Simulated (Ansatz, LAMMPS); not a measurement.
# Squeezing and shearing glassy 72SiO2-20Al2O3-4ZnO-4BaO (mol %) (83 atoms), part 3 of 3

How stiff is glassy 72SiO2-20Al2O3-4ZnO-4BaO (mol %) (83 atoms), and how do its levels respond to strain?

Ansatz 0.2.0; Kohn-Sham DFT, PBE, PAW (set soft_2), plane waves.

The cell: 18 Si, 10 Al, 1 Zn, 1 Ba and 53 O. The quench rate of 20 K/ps is many orders above laboratory rates. The network of bonds at the start is that of the classical potential that made the cell. The Brillouin zone is sampled at Γ only. No spin–orbit coupling is included.

So far. Step 8 (Volume +6 %): The relaxation converged after 10 steps, 1.16 eV below its start, with a largest force component of 0.043 eV/Å. Step 8 (Volume +6 %): Volume +6 %: the energy stands 0.664 eV above that of the reference, at a pressure of -3.20 GPa.

**9. Volume -10 %**

The relaxed cell is scaled to another volume.

Input and log are left out; they have the form of those shown for this kind of step.

It took 61 s on 4 threads of Intel Xeon 6975P-C (Granite Rapids), shared host; peak memory 1.4 GiB; 3.7 min of CPU time.

The relaxation converged after 14 steps, 4.46 eV below its start, with a largest force component of 0.047 eV/Å.

Volume -10 %: the energy stands 2.22 eV above that of the reference, at a pressure of 6.91 GPa.

**10. Stretched by 1 % along x**

The relaxed cell is strained along x alone, which gives the stiffness along x and its coupling to y and z.

Input file input.yaml:

```yaml
crystal:
  lattice:
    - [10.39545, 0.08227, 0.09533]
    - [0.08309, 10.21137, 0.08694]
    - [0.09628, 0.08694, 10.49618]
  atoms:
    [... the 83 atom lines of step 4 ...]
kpoints:
  mp_grid: { grid: [1, 1, 1] }
hamiltonian:
  xc: pbe
scf:
  occupations: { method: fixed }
output:
  forces: true
  eigenvalues: true
  stress: true
relax:
  f_tol: 0.05
  max_steps: 70
```

On the command line:

```console
ansatz run input.yaml --threads 4 --pin off --max-ram 8192MiB --backend cpu --events-out ev --progress --plain --runs-dir out
```

Numbers of over 12 decimals in the logs are rounded to 6 here.

Log:

```text
[...]
Crystal: 83 atoms, lattice volume = 1113.946 Å³
Basis set: ecut = 420 eV, 21789 PW (Γ), exchange–correlation on 144×144×144 points (8 copies of the dense FFT grid, shifted against one another)
Bands: 304, of which v1, the nominal top of the filled ones, is band 221 counted from 1 (220 counted from 0)
Symmetry: 1 space group operations
[...]
k-points: 1
[...]
SCF iter   1: F=—  HF=-56257.758147 eV  |F-HF|=—  |Δ(HF+E_count)|=         —  Δρ=1.83e-3  dr2=4.23e-2  ethr=1.77e-3  ⟨swp⟩=5.0  Hψ=1176  notcnv=0  defer=78
[...]
SCF iter   6: F=-56257.775202 eV  HF=-56257.775211 eV  |F-HF|=8.96e-6  |Δ(HF+E_count)|=   7.62e-6  Δρ=3.44e-5  dr2=1.03e-5  ethr=1.07e-8  ⟨swp⟩=17.0  Hψ=2331  notcnv=0
SCF 1 converged in 6 iterations: F = -56257.775202 eV  dr2 = 1.03e-5
[...]
relax step   1: F+E_penalty+E_count = -56257.77520182 eV  Δ(F+E_penalty+E_count) = +0.000e0 eV  max|allowed force component| = 3.795e-1 eV/Å  Δτ_max = 0.0000 Å  (6 SCF iters, dr2 threshold 6.25e-5 eV, accepted)
[...]
relax step   2: F+E_penalty+E_count = -56257.80798664 eV  Δ(F+E_penalty+E_count) = -3.278e-2 eV  max|allowed force component| = 2.273e-1 eV/Å  Δτ_max = 0.0245 Å  (5 SCF iters, dr2 threshold 9.00e-6 eV, accepted)
[...]
relax step   3: F+E_penalty+E_count = -56257.83344205 eV  Δ(F+E_penalty+E_count) = -2.546e-2 eV  max|allowed force component| = 7.966e-2 eV/Å  Δτ_max = 0.0315 Å  (6 SCF iters, dr2 threshold 3.23e-6 eV, accepted)
relax step   4: F+E_penalty+E_count = -56257.83589192 eV  Δ(F+E_penalty+E_count) = -2.450e-3 eV  max|allowed force component| = 8.720e-2 eV/Å  Δτ_max = 0.0414 Å  (7 SCF iters, accepted)
relax step   5: F+E_penalty+E_count = -56257.83798103 eV  Δ(F+E_penalty+E_count) = -2.089e-3 eV  max|allowed force component| = 4.123e-2 eV/Å  Δτ_max = 0.0074 Å  (6 SCF iters, accepted)
[...]
relax step   6: F+E_penalty+E_count = -56257.83982884 eV  Δ(F+E_penalty+E_count) = -1.848e-3 eV  max|allowed force component| = 3.297e-2 eV/Å  Δτ_max = 0.0278 Å  (7 SCF iters, accepted)
SCF converged after 7 iterations
Free energy (F): -56257.839829 eV
[...]
Internal energy: -56257.839829 eV  (E = F + TS)
E sigma→0 (E₀):  -56257.839829 eV
Fermi energy:    3.322097 eV
[...]
--- Forces (eV/Å), atoms counted from 1 ---
  atom   1  Si     0.00317961     0.00169380     0.00419041
  atom   2  Si     0.00058468     0.00897154     0.00163849
  atom   3  Si     0.00828993    -0.00150560    -0.00056689
  atom   4  Si     0.00545293     0.00699355     0.02282796
  atom   5  Si     0.00855025     0.00663141     0.00551452
  atom   6  Si    -0.00673523    -0.00858313     0.00076980
  atom   7  Si    -0.00645443    -0.00646548    -0.01333684
  atom   8  Si    -0.00190289     0.01746234    -0.00247853
  atom   9  Si     0.02516229     0.00820846    -0.00283098
  atom  10  Si    -0.01029067     0.00512838     0.01764150
  atom  11  Si     0.01427395     0.01789558     0.02020615
  atom  12  Si     0.00274602    -0.03123079     0.00869845
  atom  13  Si     0.00957724     0.00706697    -0.00682307
  atom  14  Si     0.02475288     0.00663551     0.00442157
[...]
atom  82  O      0.00300667     0.00260654     0.00165775
  atom  83  O      0.00684807     0.00409901    -0.00562955
  max |Σ_I F_I| component: 1.13e-4 eV/Å
--- Stress (GPa, compression-positive) ---
       -1.329695      -0.163860      -0.040345
       -0.163851      -0.257674      -0.034657
       -0.040341      -0.034650      -0.216420
  P = ⅓ Tr σ = -0.6013 GPa (-6.013 kbar)
--- Band table (eV) ---
[...]
--- Relaxed structure (6 steps of the walk, 6 accepted, 0 SCFs on fresh bases) ---
  F+E_penalty+E_count = -56257.83982884 eV   max|allowed force component| = 3.297e-2 eV/Å
  atoms:
    - { symbol: Si, position: [0.411974, 0.998213, 0.978601] }
    - { symbol: Si, position: [0.861196, 0.609570, 0.559013] }
    - { symbol: Si, position: [0.524822, 0.176476, 0.174224] }
    - { symbol: Si, position: [0.153325, 0.652033, 0.540236] }
[...]
- { symbol: O, position: [0.024683, 0.014160, 0.922629] }
```

Elapsed: 29 s, on 4 threads of Intel Xeon 6975P-C (Granite Rapids), shared host; peak memory 1.4 GiB.

The relaxation converged after 6 steps, 0.0646 eV below its start, with a largest force component of 0.033 eV/Å.

Stretched by 1 % along x: the energy stands 0.0445 eV above that of the reference, at a pressure of -0.601 GPa.

**11. Compressed by 1 % along x**

The relaxed cell is strained along x alone, which gives the stiffness along x and its coupling to y and z.

input.yaml, the sections that differ from step 10:

```yaml
crystal:
  lattice:
    - [10.18959, 0.08227, 0.09533]
    - [0.08145, 10.21137, 0.08694]
    - [0.09438, 0.08694, 10.49618]
  atoms:
    [... the 83 atom lines of step 4 ...]
# kpoints, hamiltonian, scf, output, relax: as in step 10
```

Log:

```text
[...]
Crystal: 83 atoms, lattice volume = 1091.886 Å³
Basis set: ecut = 420 eV, 21355 PW (Γ), exchange–correlation on 144×144×144 points (8 copies of the dense FFT grid, shifted against one another)
Bands: 304, of which v1, the nominal top of the filled ones, is band 221 counted from 1 (220 counted from 0)
Symmetry: 1 space group operations
[...]
k-points: 1
[...]
SCF iter   1: F=—  HF=-56257.755936 eV  |F-HF|=—  |Δ(HF+E_count)|=         —  Δρ=1.86e-3  dr2=4.10e-2  ethr=1.77e-3  ⟨swp⟩=5.0  Hψ=1189  notcnv=0  defer=79
[...]
SCF iter   5: F=-56257.771331 eV  HF=-56257.771341 eV  |F-HF|=1.03e-5  |Δ(HF+E_count)|=   5.43e-5  Δρ=6.34e-5  dr2=3.96e-5  ethr=4.32e-8  ⟨swp⟩=2.0  Hψ=398  notcnv=0  defer=81
SCF iter   6: F=-56257.771342 eV  HF=-56257.771350 eV  |F-HF|=7.41e-6  |Δ(HF+E_count)|=   8.56e-6  Δρ=3.19e-5  dr2=8.50e-6  ethr=8.96e-9  ⟨swp⟩=17.0  Hψ=2316  notcnv=0
SCF 1 converged in 6 iterations: F = -56257.771342 eV  dr2 = 8.50e-6
[...]
relax step   1: F+E_penalty+E_count = -56257.77134215 eV  Δ(F+E_penalty+E_count) = +0.000e0 eV  max|allowed force component| = 4.330e-1 eV/Å  Δτ_max = 0.0000 Å  (6 SCF iters, dr2 threshold 6.25e-5 eV, accepted)
[...]
relax step   2: F+E_penalty+E_count = -56257.80475483 eV  Δ(F+E_penalty+E_count) = -3.341e-2 eV  max|allowed force component| = 2.545e-1 eV/Å  Δτ_max = 0.0252 Å  (5 SCF iters, dr2 threshold 1.17e-5 eV, accepted)
[...]
relax step   3: F+E_penalty+E_count = -56257.82976285 eV  Δ(F+E_penalty+E_count) = -2.501e-2 eV  max|allowed force component| = 8.482e-2 eV/Å  Δτ_max = 0.0238 Å  (6 SCF iters, dr2 threshold 4.05e-6 eV, accepted)
relax step   4: F+E_penalty+E_count = -56257.83216180 eV  Δ(F+E_penalty+E_count) = -2.399e-3 eV  max|allowed force component| = 7.293e-2 eV/Å  Δτ_max = 0.0396 Å  (7 SCF iters, accepted)
[...]
relax step   5: F+E_penalty+E_count = -56257.83388091 eV  Δ(F+E_penalty+E_count) = -1.719e-3 eV  max|allowed force component| = 3.933e-2 eV/Å  Δτ_max = 0.0052 Å  (6 SCF iters, accepted)
SCF converged after 6 iterations
Free energy (F): -56257.833881 eV
[...]
Internal energy: -56257.833881 eV  (E = F + TS)
E sigma→0 (E₀):  -56257.833881 eV
Fermi energy:    3.456657 eV
[...]
Σ components = -56257.833881   (vs F -56257.833881, Δ=0.00e0)
--- Forces (eV/Å), atoms counted from 1 ---
  atom   1  Si     0.01052194     0.01926033    -0.00160694
  atom   2  Si     0.00885023    -0.00293570    -0.01157432
  atom   3  Si    -0.00640297     0.01279537     0.00731095
  atom   4  Si    -0.02378616    -0.01008019    -0.02787492
[...]
atom  83  O      0.00878272    -0.00529876    -0.00506388
  max |Σ_I F_I| component: 6.68e-5 eV/Å
--- Stress (GPa, compression-positive) ---
        1.447030       0.150322       0.072434
        0.150333       0.382747       0.044045
        0.072438       0.044052       0.426367
  P = ⅓ Tr σ = 0.7520 GPa (7.520 kbar)
--- Band table (eV) ---
[...]
--- Relaxed structure (5 steps of the walk, 5 accepted, 0 SCFs on fresh bases) ---
  F+E_penalty+E_count = -56257.83388091 eV   max|allowed force component| = 3.933e-2 eV/Å
  atoms:
    - { symbol: Si, position: [0.413609, 1.000352, 0.978147] }
    - { symbol: Si, position: [0.860690, 0.609354, 0.561351] }
    - { symbol: Si, position: [0.524165, 0.176287, 0.173278] }
    - { symbol: Si, position: [0.157098, 0.651390, 0.540963] }
[...]
- { symbol: O, position: [0.026788, 0.012713, 0.925976] }
```

Elapsed: 23 s, on 4 threads; peak memory 1.4 GiB; 82 s of CPU time.

The relaxation converged after 5 steps, 0.0625 eV below its start, with a largest force component of 0.039 eV/Å.

Compressed by 1 % along x: the energy stands 0.0504 eV above that of the reference, at a pressure of 0.752 GPa.

**12. Sheared by 2 % in xy**

A shear of the relaxed cell gives the modulus that volume changes can't reach.

input.yaml, the sections that differ from step 11:

```yaml
crystal:
  lattice:
    - [10.29334, 0.1852, 0.09533]
    - [0.18438, 10.21219, 0.08694]
    - [0.0962, 0.08789, 10.49618]
  atoms:
    [... the 83 atom lines of step 4 ...]
# kpoints, hamiltonian, scf, output, relax: as in step 11
```

Log:

```text
[...]
Crystal: 83 atoms, lattice volume = 1102.805 Å³
Basis set: ecut = 420 eV, 21565 PW (Γ), exchange–correlation on 144×144×144 points (8 copies of the dense FFT grid, shifted against one another)
Bands: 304, of which v1, the nominal top of the filled ones, is band 221 counted from 1 (220 counted from 0)
Symmetry: 1 space group operations
[...]
k-points: 1
[...]
SCF iter   1: F=—  HF=-56257.719894 eV  |F-HF|=—  |Δ(HF+E_count)|=         —  Δρ=1.85e-3  dr2=4.30e-2  ethr=1.77e-3  ⟨swp⟩=5.0  Hψ=1201  notcnv=0  defer=79
[...]
SCF iter   6: F=-56257.733201 eV  HF=-56257.733206 eV  |F-HF|=4.53e-6  |Δ(HF+E_count)|=   7.00e-6  Δρ=2.79e-5  dr2=6.71e-6  ethr=9.67e-9  ⟨swp⟩=18.0  Hψ=2354  notcnv=0
SCF 1 converged in 6 iterations: F = -56257.733201 eV  dr2 = 6.71e-6
[...]
relax step   1: F+E_penalty+E_count = -56257.73320100 eV  Δ(F+E_penalty+E_count) = +0.000e0 eV  max|allowed force component| = 6.429e-1 eV/Å  Δτ_max = 0.0000 Å  (6 SCF iters, dr2 threshold 6.25e-5 eV, accepted)
[...]
relax step   2: F+E_penalty+E_count = -56257.79031496 eV  Δ(F+E_penalty+E_count) = -5.711e-2 eV  max|allowed force component| = 3.889e-1 eV/Å  Δτ_max = 0.0177 Å  (5 SCF iters, dr2 threshold 2.58e-5 eV, accepted)
[...]
relax step   3: F+E_penalty+E_count = -56257.82651471 eV  Δ(F+E_penalty+E_count) = -3.620e-2 eV  max|allowed force component| = 7.347e-2 eV/Å  Δτ_max = 0.0508 Å  (6 SCF iters, dr2 threshold 9.45e-6 eV, accepted)
relax step   4: F+E_penalty+E_count = -56257.82851707 eV  Δ(F+E_penalty+E_count) = -2.002e-3 eV  max|allowed force component| = 5.467e-2 eV/Å  Δτ_max = 0.0389 Å  (7 SCF iters, accepted)
[...]
relax step   5: F+E_penalty+E_count = -56257.83028275 eV  Δ(F+E_penalty+E_count) = -1.766e-3 eV  max|allowed force component| = 2.977e-2 eV/Å  Δτ_max = 0.0111 Å  (6 SCF iters, accepted)
SCF converged after 6 iterations
Free energy (F): -56257.830283 eV
[...]
Internal energy: -56257.830283 eV  (E = F + TS)
E sigma→0 (E₀):  -56257.830283 eV
Fermi energy:    3.356556 eV
[...]
--- Forces (eV/Å), atoms counted from 1 ---
  atom   1  Si     0.01433202    -0.00735998    -0.02976520
  atom   2  Si    -0.01107891    -0.00628111    -0.00680967
  atom   3  Si    -0.00520631     0.01080584     0.01529749
  atom   4  Si     0.00170679    -0.01996888    -0.01579600
  atom   5  Si    -0.01625428     0.00675956     0.00778971
  atom   6  Si     0.00395745     0.02234620     0.01513947
  atom   7  Si     0.01054890     0.00230714    -0.00313518
  atom   8  Si    -0.00301647     0.01529873     0.01074057
  atom   9  Si     0.00230470     0.02621166     0.00364583
  atom  10  Si    -0.00845719    -0.01739930     0.00856562
  atom  11  Si    -0.01238149     0.01400906    -0.00769345
  atom  12  Si     0.01227285     0.01835570     0.00170680
  atom  13  Si    -0.00215879    -0.01220918    -0.01160723
  atom  14  Si     0.00274179    -0.00382627     0.00502327
[...]
atom  82  O      0.00799449    -0.02826696     0.01866755
  atom  83  O      0.01272363     0.01249723    -0.00185584
  max |Σ_I F_I| component: 4.48e-5 eV/Å
--- Stress (GPa, compression-positive) ---
       -0.318305      -0.774964      -0.010689
       -0.774953      -0.226407      -0.039824
       -0.010685      -0.039818      -0.003362
  P = ⅓ Tr σ = -0.1827 GPa (-1.827 kbar)
--- Band table (eV) ---
[...]
--- Relaxed structure (5 steps of the walk, 5 accepted, 0 SCFs on fresh bases) ---
  F+E_penalty+E_count = -56257.83028275 eV   max|allowed force component| = 2.977e-2 eV/Å
  atoms:
    - { symbol: Si, position: [0.411176, 0.999023, 0.980347] }
    - { symbol: Si, position: [0.861919, 0.609564, 0.560101] }
    - { symbol: Si, position: [0.524514, 0.176797, 0.172400] }
    - { symbol: Si, position: [0.156506, 0.652481, 0.541306] }
[...]
- { symbol: O, position: [0.025760, 0.012338, 0.923251] }
```

Elapsed: 23 s, on 4 threads; peak memory 1.5 GiB; 82 s of CPU time.

The relaxation converged after 5 steps, 0.0971 eV below its start, with a largest force component of 0.030 eV/Å.

Sheared by 2 % in xy: the energy stands 0.0540 eV above that of the reference, at a pressure of -0.183 GPa.

**13. Pressure against volume**

Atoms are relaxed at each volume, in the scaled cell.

| volume change (%) | volume (Å³/atom) | energy change (meV/atom) | pressure (GPa) | largest move on relaxing (Å) | bonds | gap (eV) |
| --- | --- | --- | --- | --- | --- | --- |
| -10 | 11.959 | 26.77 | 6.91 | 0.43 | 128 | 4.35 |
| -6 | 12.491 | 9.35 | 3.87 | 0.30 | 126 | 4.24 |
| -3 | 12.890 | 2.35 | 1.84 | 0.22 | 125 | 4.13 |
| +0 | 13.288 | 0.00 | 0.00 | - | 124 | 3.97 |
| +3 | 13.687 | 2.01 | -1.65 | 0.26 | 123 | 3.80 |
| +6 | 14.085 | 8.00 | -3.20 | 0.43 | 122 | 3.65 |

**14. Uniaxial strain and shear**

Stress (GPa, compression positive) less that of the relaxed cell, atoms relaxed:

| strain | xx | yy | zz | xy | energy change (meV/atom) |
| --- | --- | --- | --- | --- | --- |
| stretched by 1 % along x | -1.321 | -0.249 | -0.234 | -0.168 | 0.54 |
| compressed by 1 % along x | 1.456 | 0.392 | 0.409 | 0.146 | 0.61 |
| sheared by 2 % in xy | -0.310 | -0.218 | -0.020 | -0.779 | 0.65 |

**15. Outcome**

The bulk modulus, from the slope of pressure against ln V over the three points nearest the relaxed volume, is 58.1 GPa; a quadratic over all points gives a pressure derivative of about 2.3. The count of bonds runs from 122 to 128 over the series, so at some points contacts cross the cutoffs. The gap goes from 4.35 eV at the smallest volume to 3.65 eV at the largest, -4.4 eV per unit of ln V by a straight line, on the run's k-points. In the Cartesian axes of the cell, finite differences give C11 = 139, C12 = 32.0, C13 = 32.1 and C66 = 39.0 GPa (the shear of 2 % is the engineering strain, εxy = 0.01). The mean of C11, C12 and C13, which equals the bulk modulus in a cubic or isotropic solid, is 67.7 GPa: it lies 16 % over the bulk modulus from the volumes. For an isotropic solid C66 would equal (C11 − C12)/2 = 53.4 GPa; so small a sample needn't be isotropic, and C66 rests on one shear. With the bulk modulus and C66 as K and G, Young's modulus would be about 96 GPa and Poisson's ratio 0.23.

**Limits.** Strains are finite and relaxations stop at the force tolerance of the input, which can leave moduli too stiff; they are those of a static cell at zero temperature. Volumes are changed with the cell's shape held, so in an anisotropic solid the modulus lies over the one under free hydrostatic load. The program notes that the SCF threshold of the relaxations is loose for the stress.

The DFT runs together took 6.9 min of wall time.

[Logs are printed without paths, hosts, clocks, repeated set-up lines and the standing remarks that a program may print on its own settings, such as how far it seeks lower states.]

[Hosts, paths, dates, database ids (printed as entryN), source tags and the programs' standing remarks are cut or masked in the printed files.]
